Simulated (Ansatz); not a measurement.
## Ti2C(OH)2 MXene monolayer in a perpendicular field

Wanted: the out-of-plane response of the Ti2C(OH)2 MXene monolayer. A positive field points along +c.

Method: plane-wave DFT, PBE-D3(BJ), Ansatz PAW, in the first sound run; inputs show where later runs differ, in Ansatz 0.2.0.

Report form: the programs' logs are mostly left out.

### 1. Set-up

The cell holds 7 atoms: 2 H, 2 O, 2 Ti and 1 C. Cell: a = 3.100 Å, b = 3.100 Å, c = 44.203 Å, α = 90.0°, β = 90.0°, γ = 120.0°. Vacuum lies along c.

### 2. Relaxation

The starting cell is a guess, so the in-plane lattice and the atoms are relaxed first, with the slab cut off from its images along the normal.

The input, input.yaml:

```yaml
crystal:
  lattice:
    - [3.10024, 0.0, 0.0]
    - [-1.55012, 2.6848865978, 0.0]
    - [0.0, 0.0, 44.2030602264]
  atoms:
    - { symbol: H, position: [0.3333333333, 0.6666666667, 0.4253099198] }
    - { symbol: O, position: [0.3333333333, 0.6666666667, 0.4474803306] }
    - { symbol: Ti, position: [0.6666666667, 0.3333333333, 0.4723260765], spin: 1.0 }
    - { symbol: C, position: [0.0, 0.0, 0.5] }
    - { symbol: Ti, position: [0.3333333333, 0.6666666667, 0.5276739235], spin: 1.0 }
    - { symbol: O, position: [0.6666666667, 0.3333333333, 0.5525196694] }
    - { symbol: H, position: [0.6666666667, 0.3333333333, 0.5746900802] }
  periodic: [true, true, false]
magnetization:
  spin_polarized: true
kpoints:
  mp_grid: { grid: [12, 12, 1] }
hamiltonian:
  xc: pbe
  dispersion: d3bj
scf:
  occupations: { method: fermi_dirac, width: 0.05 }
  convergence: { dr2_threshold: 1.0e-09 }
relax:
  f_tol: 0.004
  max_steps: 90
  cell: {}
output:
  write_potential: true
  write_density: true
  volumetric_format: npy
```

Run with:

```bash
$ ansatz run input.yaml --threads 4 --pin off --max-ram 6144MiB --backend cpu --events-out ev --progress --plain --runs-dir out
```

Elapsed: 55 s, on 4 threads of Intel Xeon Platinum 8488C (Sapphire Rapids), shared host; peak memory 1.1 GiB; 3.3 min of CPU time.

Relaxation path:

```csv
step,energy less that of the first step (eV),largest force component (eV/Å),volume (Å³)
1,0.0000,3.2496,367.94
2,-0.4513,0.6031,355.27
3,-0.4626,0.1274,351.77
4,-0.4642,0.0308,353.48
5,-0.4640,0.0055,353.83
6,-0.4640,0.0021,353.92
7*,-0.4560,0.0004,353.92
8,-0.4564,0.0007,353.49
9*,-0.4562,0.0006,353.49
```

Relaxation steps marked * repeat the geometry before them on a plane-wave basis chosen anew for their cell, so energy and pressure can jump there.

Forces are held to the 12 operations that the run works with; a distortion that breaks them can't arise in this run.

```csv
cell as run,before,after,change
a (Å),3.100,3.039,-2.0 %
b (Å),3.100,3.039,-2.0 %
```

The atoms that moved most (Å, along periodic axes as changes of fractional coordinates times the final cell, across vacuum about the mean position):

```csv
atom,dx,dy,dz,length
O6,0.000,0.000,0.097,0.097
O2,0.000,0.000,-0.097,0.097
H7,0.000,0.000,0.089,0.089
H1,0.000,0.000,-0.089,0.089
Ti3,0.000,0.000,0.072,0.072
Ti5,0.000,0.000,-0.072,0.072
```

Final coordinates:

```cif
data_structure
_symmetry_space_group_name_H-M 'P 1'
_symmetry_Int_Tables_number 1
_cell_length_a 3.0388
_cell_length_b 3.0388
_cell_length_c 44.2031
_cell_angle_alpha 90.000
_cell_angle_beta 90.000
_cell_angle_gamma 120.000
_cell_volume 353.49
loop_
_atom_site_label
_atom_site_type_symbol
_atom_site_fract_x
_atom_site_fract_y
_atom_site_fract_z
_atom_site_occupancy
H1 H 0.33333 0.66667 0.42329 1
O2 O 0.33333 0.66667 0.44529 1
Ti3 Ti 0.66667 0.33333 0.47395 1
C4 C 0.00000 0.00000 0.50000 1
Ti5 Ti 0.33333 0.66667 0.52605 1
O6 O 0.66667 0.33333 0.55471 1
H7 H 0.66667 0.33333 0.57671 1
```

This step gave:

| Property | Result |
| --- | --- |
| energy at zero smearing | -6423.0501 eV |

The lattice constant a goes from 3.100 to 3.039 Å.

### 3. Single point, field 0

A sawtooth potential applies the field, turning back in the middle of the vacuum. With the dipole correction the typed value is the field outside the slab. The induced dipole is small, so the SCF threshold is tight.

The cell differs from the one that the last finished run ended in (c 44.203 → 24.781 Å).

The input, input.yaml:

```yaml
crystal:
  lattice:
    - [3.0387826988, 0.0, 0.0]
    - [-1.5193913494, 2.6316630137, 0.0]
    - [0.0, 0.0, 24.7814076119]
  atoms:
    - { symbol: H, position: [0.3333333333, 0.6666666667, 0.363175496] }
    - { symbol: O, position: [0.3333333333, 0.6666666667, 0.4024044842] }
    - { symbol: Ti, position: [0.6666666667, 0.3333333333, 0.4535403028] }
    - { symbol: C, position: [0.0, 0.0, 0.5] }
    - { symbol: Ti, position: [0.3333333333, 0.6666666667, 0.5464596972] }
    - { symbol: O, position: [0.6666666667, 0.3333333333, 0.5975955158] }
    - { symbol: H, position: [0.6666666667, 0.3333333333, 0.636824504] }
kpoints:
  mp_grid: { grid: [18, 18, 1] }
  band_path:
    path: [[0, 0, 0], [0.5, 0, 0], [0.33333333, 0.33333333, 0], [0, 0, 0]]
    npoints: 16
hamiltonian:
  xc: pbe
  dispersion: d3bj
scf:
  occupations: { method: fermi_dirac, width: 0.02585 }
  convergence: { dr2_threshold: 1.0e-10 }
efield:
  axis: 3
  dipole_correction: true
  ramp_position: 0.97
  ramp_width: 0.06
  amplitude: 0
output:
  dos: { projected: true, e_range: [-6, 5] }
  bader: true
  write_potential: true
  write_density: true
  volumetric_format: npy
  elf: true
```

It took 24 s on 4 threads; peak memory 0.69 GiB.

This step gave:

| Item | Value |
| --- | --- |
| energy at zero smearing | -6423.0498 eV |
| work function, upper face | 1.943 eV |
| dipole along the normal | -8.86e-8 e·Å |

Running mean over a fixed 2.6 Å (it still follows the layers) of the planar mean; the ramp of the sawtooth is left out. Table of electron's electrostatic potential energy less the Fermi level by z:

```csv
z (Å),electron's electrostatic potential energy less the Fermi level (eV)
4,1.93
5,1.91
6,1.83
7,1.58
8,0.612
9,-1.86
10,-5.94
11,-9.20
12,-10.4
13,-10.1
14,-8.66
15,-4.89
16,-1.16
17,0.852
18,1.67
19,1.86
20,1.92
21,1.94
```

The density of states has structure finer than the step of the table below, so its rows give means over 0.2 eV, whole bins alone (the curve runs from -6 to 1.42 eV). Peaks (eV: height): -5.15: 23.9, -4.46: 8.49, -3.79: 4.03, -3.57: 6.57, -3.35: 20.9, 0.01: 4.81.

Density of states against energy, zero at the Fermi level; means over each step:

```csv
energy (eV),density of states (states/eV a cell)
-5.8,2.44
-5.6,3.14
-5.4,5.48
-5.2,10.2
-5.0,2.97
-4.8,0.176
-4.6,2.52
-4.4,3.77
-4.2,1.38
-4.0,1.79
-3.8,2.31
-3.6,4.04
-3.4,6.50
-3.2,1.74
-3.0,1.57
-2.8,2.43
-2.6,1.32
-2.4,0.753
-2.2,0.317
-2.0,0
-1.8,0.263
-1.6,0.665
-1.4,0.733
-1.2,0.844
-1.0,0.940
-0.8,1.06
-0.6,1.23
-0.4,1.66
-0.2,1.31
0.0,2.31
0.2,2.60
0.4,2.55
0.6,2.40
0.8,2.27
1.0,2.60
1.2,2.61
```

Projected DOS per atom over height of the atomic layer and energy from the Fermi level. Layers: H O Ti C Ti O H from below.

Ten even steps from '_' (0.00 states/eV) to '@' (2.96 states/eV), each cell a mean:
```
____--__--____
____::__::____
____::__::____
____::__::____
____..__..____
____::__::____
____..__..____
____..__..____
____..__..____
______________
______________
______..______
____..--..____
____..::..____
____--@@--____
____..--..____
____..::..____
__....++....__
__..______..__
__@@..__..@@__
__**______**__
__--______--__
```
Columns: height of the atomic layer (Å) from 9 to 15.8 (not evenly spaced); rows upwards: energy from the Fermi level (eV) from -5.96 to 1.42.

The electronic bands at the labelled points (eV, zero at the Fermi level):

```csv
point,band 18,band 19,band 20,band 21,band 22,band 23,band 24,band 25
Γ,-4.24,-2.18,-2.18,-0.27,0.00,0.10,0.10,0.21
halfway,-3.96,-3.62,-2.64,-1.00,0.67,0.87,1.04,1.37
M,-4.68,-3.36,-2.67,-1.85,1.60,2.05,2.42,2.45
halfway,-4.52,-3.66,-3.35,-0.65,1.52,1.67,1.97,2.36
K,-4.29,-4.29,-3.34,0.75,1.08,1.08,2.00,2.00
halfway,-4.08,-3.59,-3.14,-0.31,0.04,1.11,1.48,1.68
Γ,-4.24,-2.18,-2.18,-0.27,0.00,0.10,0.10,0.21
```

ELF in the ca plane at fractional y = 0.333, with atoms of Ti and O and H within 0.2 Å of it. It is the smooth field of the valence electrons, not physical close to the nuclei.

Values, 5 rows by 16 columns, each cell a mean:
```
0.00 0.00 0.00 0.03 0.11 0.09 0.02 0.04 0.16 0.36 0.33 0.32 0.23 0.77 0.62 0.16
0.00 0.00 0.00 0.03 0.10 0.10 0.02 0.01 0.05 0.40 0.38 0.21 0.36 0.59 0.94 0.34
0.00 0.00 0.00 0.03 0.11 0.09 0.02 0.05 0.17 0.37 0.33 0.31 0.24 0.76 0.63 0.17
0.00 0.00 0.00 0.03 0.11 0.09 0.04 0.20 0.55 0.21 0.46 0.44 0.16 0.24 0.10 0.02
0.00 0.00 0.00 0.03 0.11 0.09 0.04 0.20 0.56 0.20 0.47 0.44 0.14 0.22 0.09 0.02
```
Columns run along c (16.0 Å, from fractional 0.06 to 0.71 of the cell), rows up along a (3.0 Å). Atoms in or near the plane, at fractional coordinates: Ti at (0.45, 0.67), O at (0.60, 0.67), H at (0.64, 0.67).

Valence density in the ca plane at fractional y = 0.333, with atoms of Ti and O and H within 0.2 Å of it. It is the smooth field of the valence electrons, not physical close to the nuclei.

Values in units of 1e0 e/Å³, 5 rows by 16 columns, each cell a mean:
```
0.0 0.0 0.0 0.0 0.0 0.0 0.0 0.0 0.1 1.9 1.6 0.3 0.3 1.8 0.4 0.0
0.0 0.0 0.0 0.0 0.0 0.0 0.0 0.0 0.1 5.3 4.3 0.2 0.5 5.2 1.4 0.0
0.0 0.0 0.0 0.0 0.0 0.0 0.0 0.0 0.1 2.0 1.7 0.3 0.3 1.9 0.4 0.0
0.0 0.0 0.0 0.0 0.0 0.0 0.0 0.1 0.3 0.3 0.4 0.5 0.4 0.2 0.1 0.0
0.0 0.0 0.0 0.0 0.0 0.0 0.0 0.1 0.3 0.3 0.4 0.5 0.4 0.2 0.0 0.0
```
Columns run along c (16.0 Å, from fractional 0.06 to 0.71 of the cell), rows up along a (3.0 Å). Atoms in or near the plane, at fractional coordinates: Ti at (0.45, 0.67), O at (0.60, 0.67), H at (0.64, 0.67).

Electrostatic potential energy in the ca plane at fractional y = 0.333, with atoms of Ti and O and H within 0.2 Å of it. With pseudopotentials it is smooth inside the atoms' cores, unlike the true potential.

Values in eV, 5 rows by 16 columns, each cell a mean:
```
  4   4   3 -15 -22   1   0 -12  -5   2   4   4   4   4   4   4
  4   4   3 -24 -33   0   2 -32 -33  -1   4   4   4   4   4   4
  4   4   3 -15 -22   1  -1 -13  -6   2   4   4   4   4   4   4
  4   3   3   0  -1  -2 -10   1   4   4   4   4   4   4   4   4
  4   3   3   0  -1  -2  -9   1   4   4   4   4   4   4   4   4
```
Columns run along c (16.0 Å, from fractional 0.29 to 0.94 of the cell; values clipped at the 3rd and 97th percentile), rows up along a (3.0 Å). Atoms in or near the plane, at fractional coordinates: Ti at (0.45, 0.67), O at (0.60, 0.67), H at (0.64, 0.67).

The work function of the upper face is 1.94 eV.

### 4. Atoms held, field 0.1 V/Å

input.yaml: that of step 3 with these lines changed.

```diff
@@ -29,6 +29,4 @@
   ramp_width: 0.06
-  amplitude: 0
+  amplitude: 0.1
 output:
-  dos: { projected: true, e_range: [-6, 5] }
-  bader: true
   write_potential: true
@@ -36,2 +34 @@
   volumetric_format: npy
-  elf: true
```

Elapsed: 12 s, on 4 threads; peak memory 0.67 GiB.

The dipole is 0.0587 e·Å.

### 5. Atoms held, field -0.1 V/Å

input.yaml: that of step 4 with these lines changed.

```diff
@@ -29,3 +29,3 @@
   ramp_width: 0.06
-  amplitude: 0.1
+  amplitude: -0.1
 output:
```

Run time: 14 s. Hardware: 4 threads; peak memory 0.67 GiB; 52 s of CPU time.

The dipole is -0.0587 e·Å.

### 6. Single point, field 0.5 V/Å

input.yaml: that of step 5 with these lines changed.

```diff
@@ -29,3 +29,3 @@
   ramp_width: 0.06
-  amplitude: -0.1
+  amplitude: 0.5
 output:
```

Run time: 15 s. Hardware: 4 threads; peak memory 0.66 GiB; 55 s of CPU time.

The dipole is 0.291 e·Å.

### 7. Atoms held, field -0.3 V/Å

input.yaml: that of step 6 with these lines changed.

```diff
@@ -29,4 +29,6 @@
   ramp_width: 0.06
-  amplitude: 0.5
+  amplitude: -0.3
 output:
+  dos: { projected: true, e_range: [-6, 5] }
+  bader: true
   write_potential: true
@@ -34 +36,2 @@
   volumetric_format: npy
+  elf: true
```

Wall time 33 s (4 threads); peak memory 0.68 GiB; 2.1 min of CPU time.

The dipole is -0.177 e·Å.

### 8. Response, atoms held

This step: plane-wave DFT, PBE-D3(BJ), Ansatz PAW; response to a field along the normal, atoms held (Ansatz 0.2.0).

The dipoles give the slope, and the difference of two potentials shows where the field is screened.

This step gave:

- equivalent conductor thickness p/(ε₀AE): 13.28 Å
- distance between the outer atoms: 6.781 Å

The dipole of the cell by applied field:

```csv
applied field (V/Å),dipole of the cell (e·Å)
-0.300,-0.177
-0.100,-0.0587
0.000,0
0.100,0.0587
0.500,0.291
```

Local field over the applied field, running mean. From the potentials at -0.1 and 0.1 V/Å; running mean over 2.5 Å. Table of local field over applied field by z:

```csv
z (Å),local field over applied field
4.5,0.907
5.0,0.850
5.5,0.765
6.0,0.645
6.5,0.489
7.0,0.305
7.5,0.116
8.0,-0.0380
8.5,-0.135
9.0,-0.179
9.5,-0.177
10.0,-0.149
10.5,-0.108
11.0,-0.0761
11.5,-0.0519
12.0,-0.0328
12.5,-0.0233
13.0,-0.0419
13.5,-0.0602
14.0,-0.0896
14.5,-0.125
15.0,-0.164
15.5,-0.181
16.0,-0.168
16.5,-0.0990
17.0,0.0225
17.5,0.197
18.0,0.388
18.5,0.561
19.0,0.702
19.5,0.806
20.0,0.878
20.5,0.925
```

The induced electron density oscillates, so the rows of the table below give means over windows of 0.5 Å about each position, cut where the curve ends. Its maxima inside the range that stand out by 2 % of the span (Å: e/Å³ per V/Å): 7.43: 0.00257, 9.64: 2.0e-4, 10.46: 7.6e-4, 13.49: 0.00145, 14.73: 0.00135, 15.69: 0.00133. Its minima: 9.09: -0.00133, 10.05: -0.00135, 11.29: -0.00145, 14.32: -7.6e-4, 15.14: -2.0e-4, 17.35: -0.00257.

Electrons, planar mean, per unit field. Induced electron density against z; means over each step:

```csv
z (Å),induced electron density (e/Å³ per V/Å)
4.5,4.2e-4
5.0,6.6e-4
5.5,0.00102
6.0,0.00150
6.5,0.00202
7.0,0.00243
7.5,0.00254
8.0,0.00215
8.5,7.7e-4
9.0,-0.00101
9.5,-3.7e-4
10.0,-7.6e-4
10.5,5.3e-4
11.0,-6.1e-4
11.5,-7.3e-4
12.0,-1.6e-4
12.5,4.5e-5
13.0,2.6e-4
13.5,0.00111
14.0,-1.8e-4
14.5,2.5e-5
15.0,4.7e-4
15.5,9.1e-4
16.0,4.0e-4
16.5,-0.00154
17.0,-0.00240
17.5,-0.00254
18.0,-0.00228
18.5,-0.00180
19.0,-0.00128
19.5,-8.5e-4
20.0,-5.5e-4
20.5,-3.6e-4
```

By hand: between -0.1 and 0.1 V/Å the dipole changes by 0.1174 e·Å, a slope of 0.5870 e·Å²/V. A perfect conductor of thickness t has p = ε₀AEt, so t = 180.95 × 0.5870 / 7.997 = 13.28 Å (e/ε₀ = 180.95 V·Å, A in Å²).

The induced dipole is that of a conductor 13.28 Å thick.

### 9. A changed input: hamiltonian.hubbard and hamiltonian.xc = "pbesol"

This step: plane-wave DFT, PBE-D3(BJ), Ansatz PAW, but for the change named below (Ansatz 0.2.0).

A run with a changed input: it repeats the earlier run at 0.1 V/Å with hamiltonian.hubbard to sites: [species: Ti, l: d, u_eff: 8.0], double_counting: amf and hamiltonian.xc from pbe to pbesol.

input.yaml: that of step 7 with these lines changed.

```diff
@@ -19,4 +19,5 @@
 hamiltonian:
-  xc: pbe
+  xc: pbesol
   dispersion: d3bj
+  hubbard: { sites: [{ species: Ti, l: d, u_eff: 8.0 }], double_counting: amf }
 scf:
@@ -29,6 +30,4 @@
   ramp_width: 0.06
-  amplitude: -0.3
+  amplitude: 0.1
 output:
-  dos: { projected: true, e_range: [-6, 5] }
-  bader: true
   write_potential: true
@@ -36,2 +35 @@
   volumetric_format: npy
-  elf: true
```

Run time: 13 s. Hardware: 4 threads; peak memory 0.76 GiB.

This step gave:

- energy at zero smearing: -6353.7012 eV
- dipole along the normal: 0.06255 e·Å

The electronic bands at the labelled points (eV, zero at the Fermi level):

```csv
point,band 18,band 19,band 20,band 21,band 22,band 23,band 24,band 25
Γ,-4.04,-2.19,-2.19,-0.20,-0.06,-0.06,0.01,0.55
halfway,-3.96,-3.47,-2.63,-1.06,0.78,0.85,0.90,1.59
M,-4.66,-3.33,-2.61,-1.85,1.85,1.88,2.24,2.71
halfway,-4.52,-3.62,-3.35,-0.65,1.38,1.83,2.03,2.48
K,-4.28,-4.27,-3.36,0.60,1.11,1.11,2.23,2.25
halfway,-4.10,-3.43,-3.15,-0.40,0.06,1.17,1.46,1.83
Γ,-4.04,-2.19,-2.19,-0.20,-0.06,-0.06,0.01,0.55
```

```csv
quantity,this run,earlier run,difference
dipole along the normal (e·Å),0.06255,0.05870,0.0039
```

It moves by +0.00385 e·Å.

Of the bands kept, 3 cross the Fermi level on this path.

### 10. Summary of results

```
gap without field                          : none
work function, upper face                  : 1.94 eV
equivalent conductor thickness, atoms held : 13.3 Å
```

The induced dipole equals that of a perfect conductor 13.28 Å thick, while the outer atoms lie 6.78 Å apart. There is no gap over 0.03 eV, with or without the field. The first relaxation ran with spin and lost its moment, and the later runs have none; other magnetic states were not tried. In 3 runs of the series (0.5 V/Å, -0.3 V/Å and response) the program warns that electrons reach the sawtooth's ramp, which makes dipole and work function less sure. The MXene's terminations sit over the metal atoms of its far layer; the site over carbon or nitrogen, which some compounds prefer, was not run.

[Logs are printed without paths, hosts, clocks, repeated set-up lines and the standing remarks that a program may print on its own settings, such as how far it seeks lower states.]

[Hosts, paths, dates, database ids (printed as entryN), source tags and the programs' standing remarks are cut or masked in the printed files.]

[Maps of the electrostatic potential energy from Ansatz leave out the sawtooth potential of an applied field or a dipole correction, so their vacuum need not be flat; planar profiles and work functions include it.]
